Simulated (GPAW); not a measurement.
# Work function of Ta2NOS MXene monolayer at several levels, part 2 of 2

How far do functional and basis move the work function of Ta2NOS MXene monolayer?

GPAW 26.7.0; GPAW, PAW setups; layer in a repeated cell with vacuum, relaxation of atoms and in-plane cell (the session's first sound run).

So far, upper work function (eV): step 3 (the slab's potential, PBE, GPAW) 5.03; step 4 (LDA) 5.45; step 5 (RPBE) 4.88; step 6 (GPAW, PAW setups) 5.30; step 7 (revPBE) 4.89.

### Step 8. Self-consistent run: xc = "vdW-DF2"

Level of this step: GPAW, PAW setups; slab in vacuum (GPAW).

The same geometry under vdW-DF2, to see how far the functional moves the levels against the vacuum (the van der Waals functionals take revPBE setups).

File run.py:

```python
import json
import numpy as np
from ase import Atoms
from gpaw import GPAW, PW

slab = Atoms(
    ['S', 'Ta', 'N', 'Ta', 'O'],
    positions=[
        [-0.00000, 1.84103, 9.00000],
        [1.59437, 0.92051, 10.63163],
        [0.00000, 0.00000, 11.88325],
        [-0.00000, 1.84103, 13.00102],
        [1.59437, 0.92051, 14.05696]],
    cell=[[3.18875, 0.0, 0.0], [-1.59437, 2.76154, 0.0], [0.0, 0.0, 23.057]],
    pbc=[True, True, False])

slab.calc = GPAW(mode=PW(500), xc='vdW-DF2', kpts={'size': (12, 12, 1), 'gamma': True},
                 occupations={'name': 'fermi-dirac', 'width': 0.05}, nbands='160%',
                 convergence={'density': 1e-05}, maxiter=200,
                 poissonsolver={'dipolelayer': 'xy'},
                 symmetry={'tolerance': 1e-3}, txt='slab.txt')
result = {}
energy = slab.get_potential_energy()
fermi = slab.calc.get_fermi_level()
v = slab.calc.get_electrostatic_potential().mean((0, 1)) - fermi
n = slab.calc.get_pseudo_density().mean((0, 1))
L = slab.cell[2, 2]
z = np.arange(len(v)) * L / len(v)
low, high = slab.positions[:, 2].min(), slab.positions[:, 2].max()
below, above = np.interp([low - 6.8, high + 6.8], z, v)
slopes = [np.interp(x, z, np.gradient(v, z)) for x in (low - 6.8, high + 6.8)]
eps = np.array([[slab.calc.get_eigenvalues(k, s) for k in range(len(slab.calc.get_ibz_k_points()))]
                for s in range(slab.calc.get_number_of_spins())]) - fermi
top, bottom = eps[eps < 0].max(), eps[eps > 0].min()
dipole = slab.get_dipole_moment()[2]
print(f'energy {energy:.4f} eV, Fermi level {fermi:.4f} eV, dipole {dipole:.5f} e A')
print(f'potential 6.8 A off the faces, from the Fermi level: lower {below:.4f} eV, upper {above:.4f} eV')
print(f'slope of the potential there: lower {slopes[0]:.5f}, upper {slopes[1]:.5f} eV/A')
print(f'nearest levels on the mesh: {top:.4f} and {bottom:.4f} eV')
print('magnetic moment', round(slab.get_magnetic_moment(), 3))
result.update(energy=energy, fermi=fermi, dipole=dipole, below=below, above=above, slopes=slopes, edges=[top, bottom],
              z=z.tolist(), v=v.tolist(), n=n.tolist(), positions=slab.positions.tolist(),
              forces=slab.get_forces(apply_constraint=False).tolist(), moments=slab.get_magnetic_moments().tolist())
json.dump(result, open('result.json', 'w'))
```

The run is started by

```console
$ OMP_NUM_THREADS=1 OPENBLAS_NUM_THREADS=1 python run.py
```

Log:

```text
energy -383.7545 eV, Fermi level -0.0845 eV, dipole -0.00398 e A
potential 6.8 A off the faces, from the Fermi level: lower 5.4528 eV, upper 5.5282 eV
slope of the potential there: lower -0.00063, upper 0.00028 eV/A
nearest levels on the mesh: -0.0316 and 0.0619 eV
magnetic moment 0.0
```

Run time: 5.1 min. Hardware: 1 thread of Arm Neoverse V1, shared host; peak memory 0.48 GiB.

Numbers from this step:

* dipole along the normal: -0.003980 e·Å
* levels nearest the Fermi level on the mesh: -0.03158, 0.06186 eV from the Fermi level
* upper work function: 5.528 eV
* lower work function: 5.453 eV

The electrostatic potential energy of an electron (without an applied field's), less the Fermi level, planar mean oscillates, so the rows of the table below give means over windows of 0.5 Å about each position, cut where the curve ends. Its maxima inside the range that stand out by 2 % of the span (Å: eV): 9.70: -6.38, 11.43: -9.50, 12.20: -12.2, 13.74: -11.9. Its minima: 9.03: -19.0, 10.66: -24.2, 11.91: -15.3, 12.97: -24.9, 13.93: -12.5.

The electrostatic potential energy of an electron (without an applied field's), less the Fermi level, planar mean by z; means over each step:

z (Å), electrostatic potential energy of an electron (without an applied field's), less the Fermi level, planar mean (eV) and a bar from the least value:
```
      0.0        5.5 ##############################
      0.5        5.5 ##############################
      1.0        5.5 ##############################
      1.5        5.5 ##############################
      2.0        5.5 ##############################
      2.5        5.5 ##############################
      3.0        5.5 ##############################
      3.5        5.5 ##############################
      4.0        5.5 ##############################
      4.5        5.5 ##############################
      5.0        5.5 ##############################
      5.5        5.4 ##############################
      6.0        5.4 ##############################
      6.5        5.4 ##############################
      7.0        5.3 ##############################
      7.5        4.9 #############################
      8.0        2.9 ###########################
      8.5       -5.2 ###################
      9.0      -16.9 #######
      9.5       -8.9 ###############
     10.0      -10.7 #############
     10.5      -22.0 ##
     11.0      -17.7 ######
     11.5      -10.7 #############
     12.0      -13.9 ##########
     12.5      -16.0 ########
     13.0      -23.7 
     13.5      -15.7 ########
     14.0      -11.2 #############
     14.5       -0.8 ########################
     15.0        4.4 #############################
     15.5        5.3 ##############################
     16.0        5.5 ##############################
     16.5        5.5 ##############################
     17.0        5.5 ##############################
     17.5        5.5 ##############################
     18.0        5.5 ##############################
     18.5        5.5 ##############################
     19.0        5.5 ##############################
     19.5        5.5 ##############################
     20.0        5.5 ##############################
     20.5        5.5 ##############################
     21.0        5.5 ##############################
     21.5        5.5 ##############################
     22.0        5.5 ##############################
     22.5        5.5 ##############################
```

The upper face's work function is 5.528 eV, against 5.035 eV in the first plane-wave PBE run at this geometry.

### Step 9. Real-space grid: mode = "fd"

A real-space grid is a second complete basis, so it checks the plane-wave result.

Changes to run.py since step 8:

```diff
@@ -3,3 +3,3 @@
 from ase import Atoms
-from gpaw import GPAW, PW
+from gpaw import GPAW
 
@@ -16,3 +16,3 @@
 
-slab.calc = GPAW(mode=PW(500), xc='vdW-DF2', kpts={'size': (12, 12, 1), 'gamma': True},
+slab.calc = GPAW(mode='fd', h=0.18, xc='PBE', kpts={'size': (12, 12, 1), 'gamma': True},
                  occupations={'name': 'fermi-dirac', 'width': 0.05}, nbands='160%',
```

Log:

```text
energy -44.6701 eV, Fermi level -5.0410 eV, dipole -0.00013 e A
potential 6.8 A off the faces, from the Fermi level: lower 5.0396 eV, upper 5.0425 eV
slope of the potential there: lower -0.00000, upper 0.00000 eV/A
nearest levels on the mesh: -0.0289 and 0.0538 eV
magnetic moment 0.0
```

Elapsed: 4 min, on 1 thread; peak memory 0.71 GiB.

This step gave:

```
dipole along the normal                    : -1.34e-4 e·Å
levels nearest the Fermi level on the mesh : -0.02889, 0.05379 eV from the Fermi level
upper work function                        : 5.042 eV
lower work function                        : 5.040 eV
```

The electrostatic potential energy of an electron (without an applied field's), less the Fermi level, planar mean oscillates, so the rows of the table below give means over windows of 1 Å about each position, cut where the curve ends. Its maxima inside the range that stand out by 2 % of the span (Å: eV): 9.7: -6.29, 11.4: -9.28, 12.2: -11.9, 13.8: -11.8. Its minima: 9.0: -19.1, 10.6: -23.9, 11.9: -15.2, 13.0: -24.6, 14.0: -12.7.

Table of electrostatic potential energy of an electron (without an applied field's), less the Fermi level, planar mean by z; means over each step:

```csv
z (Å),"electrostatic potential energy of an electron (without an applied field's), less the Fermi level, planar mean (eV)"
0,5.04
1,5.04
2,5.04
3,5.04
4,5.04
5,5.04
6,5.03
7,4.91
8,1.95
9,-13.3
10,-12.0
11,-17.0
12,-12.9
13,-20.7
14,-9.80
15,3.64
16,5.00
17,5.04
18,5.04
19,5.04
20,5.04
21,5.04
22,5.04
```

The upper face's work function is 5.042 eV, against 5.035 eV in the first plane-wave PBE run at this geometry.

### Step 10. Atomic orbitals: mode = "lcao"

Atom-centred orbitals end a few angstrom from the surface, which tests how much the density's tail matters.

Changes to run.py since step 9:

```diff
@@ -16,4 +16,4 @@
 
-slab.calc = GPAW(mode='fd', h=0.18, xc='PBE', kpts={'size': (12, 12, 1), 'gamma': True},
-                 occupations={'name': 'fermi-dirac', 'width': 0.05}, nbands='160%',
+slab.calc = GPAW(mode='lcao', basis='dzp', h=0.18, xc='PBE', kpts={'size': (12, 12, 1), 'gamma': True},
+                 occupations={'name': 'fermi-dirac', 'width': 0.05}, nbands='120%',
                  convergence={'density': 1e-05}, maxiter=200,
```

Log:

```text
energy -42.4155 eV, Fermi level -5.2097 eV, dipole -0.01311 e A
potential 6.8 A off the faces, from the Fermi level: lower 5.0750 eV, upper 5.3444 eV
slope of the potential there: lower 0.00000, upper 0.00000 eV/A
nearest levels on the mesh: -0.0400 and 0.0807 eV
magnetic moment 0.0
```

The job ended after 5.3 min (1 thread; peak memory 0.33 GiB).

This step gave:

```yaml
dipole_along_the_normal: -0.01311 e·Å
levels_nearest_the_fermi_level_on_the_mesh: -0.03998, 0.08074 eV from the Fermi level
upper_work_function: 5.344 eV
lower_work_function: 5.075 eV
```

The electrostatic potential energy of an electron (without an applied field's), less the Fermi level, planar mean oscillates, so the rows of the table below give means over windows of 1 Å about each position, cut where the curve ends. Its maxima inside the range that stand out by 2 % of the span (Å: eV): 9.7: -6.38, 11.4: -9.50, 12.2: -12.1, 13.8: -11.9. Its minima: 9.0: -19.1, 10.6: -24.1, 11.9: -15.4, 13.0: -24.8, 14.0: -12.7.

Table of electrostatic potential energy of an electron (without an applied field's), less the Fermi level, planar mean by z; means over each step:

```csv
z (Å),"electrostatic potential energy of an electron (without an applied field's), less the Fermi level, planar mean (eV)"
0,5.09
1,5.07
2,5.07
3,5.07
4,5.07
5,5.07
6,5.07
7,4.97
8,2.01
9,-13.3
10,-12.1
11,-17.2
12,-13.1
13,-20.9
14,-9.78
15,3.92
16,5.30
17,5.34
18,5.34
19,5.34
20,5.34
21,5.34
22,5.34
```

The upper face's work function is 5.344 eV, against 5.035 eV in the first plane-wave PBE run at this geometry.

### Step 11. All levels side by side

Times are for 1 thread of Arm Neoverse V1, shared host. Results by setting:

```csv
no.,run,upper work function (eV),lower work function (eV),time,memory (GiB)
1,pw,5.035,5.042,1.8 min,0.28
2,LDA,5.453,5.307,1.9 min,0.28
3,RPBE,4.877,4.942,1.8 min,0.28
4,optPBE vdW,5.301,5.288,2.2 min,0.48
5,revPBE,4.889,4.941,1.8 min,0.28
6,vdW DF2,5.528,5.453,5.1 min,0.48
7,fd,5.042,5.040,4 min,0.71
8,lcao,5.344,5.075,5.3 min,0.33
```

### Step 12. Side by side

Results and costs are gathered.

This step: comparison of work functions, dipole and cost (GPAW 26.7.0).

Ladder, by row:

```csv
step,code,"work function, upper (eV)","work function, lower (eV)",dipole (e Å),wall time (s),peak memory (GiB),threads
pw,GPAW,5.035,5.042,3.71e-5,110.8,0.28,1
LDA,GPAW,5.453,5.307,-0.007434,112.8,0.28,1
RPBE,GPAW,4.877,4.942,0.002849,110.7,0.28,1
optPBE-vdW,GPAW,5.301,5.288,-9.40e-4,132,0.48,1
revPBE,GPAW,4.889,4.941,0.00221,110.2,0.28,1
vdW-DF2,GPAW,5.528,5.453,-0.00398,307.5,0.48,1
fd,GPAW,5.042,5.04,-1.34e-4,241.4,0.71,1
lcao,GPAW,5.344,5.075,-0.01311,319.1,0.33,1
```

### Step 13. Summary of results

- work function, upper and lower face: 5.035 and 5.042 eV
- dipole along the normal: 3.7e-5 e Å, near the numerical noise

With plane waves and PBE the work function is 5.03 eV on the upper face and 5.04 eV on the lower. Over the sound runs of the table the upper face's work function spans 4.877 (RPBE) to 5.528 eV (vdW-DF2). Atomic orbitals miss the plane-wave value by 0.31 eV, since they describe the tail of the density in the vacuum poorly. The cell holds an odd number of electrons, so without spin polarisation it must come out metallic and without a moment, whatever its true state. The layer's cell and atoms come from the relaxation; spin-orbit coupling and temperature are left out.

[Logs are printed without paths, hosts, clocks, repeated set-up lines and the standing remarks that a program may print on its own settings, such as how far it seeks lower states.]

[Hosts, paths, dates, database ids (printed as entryN), source tags and the programs' standing remarks are cut or masked in the printed files.]
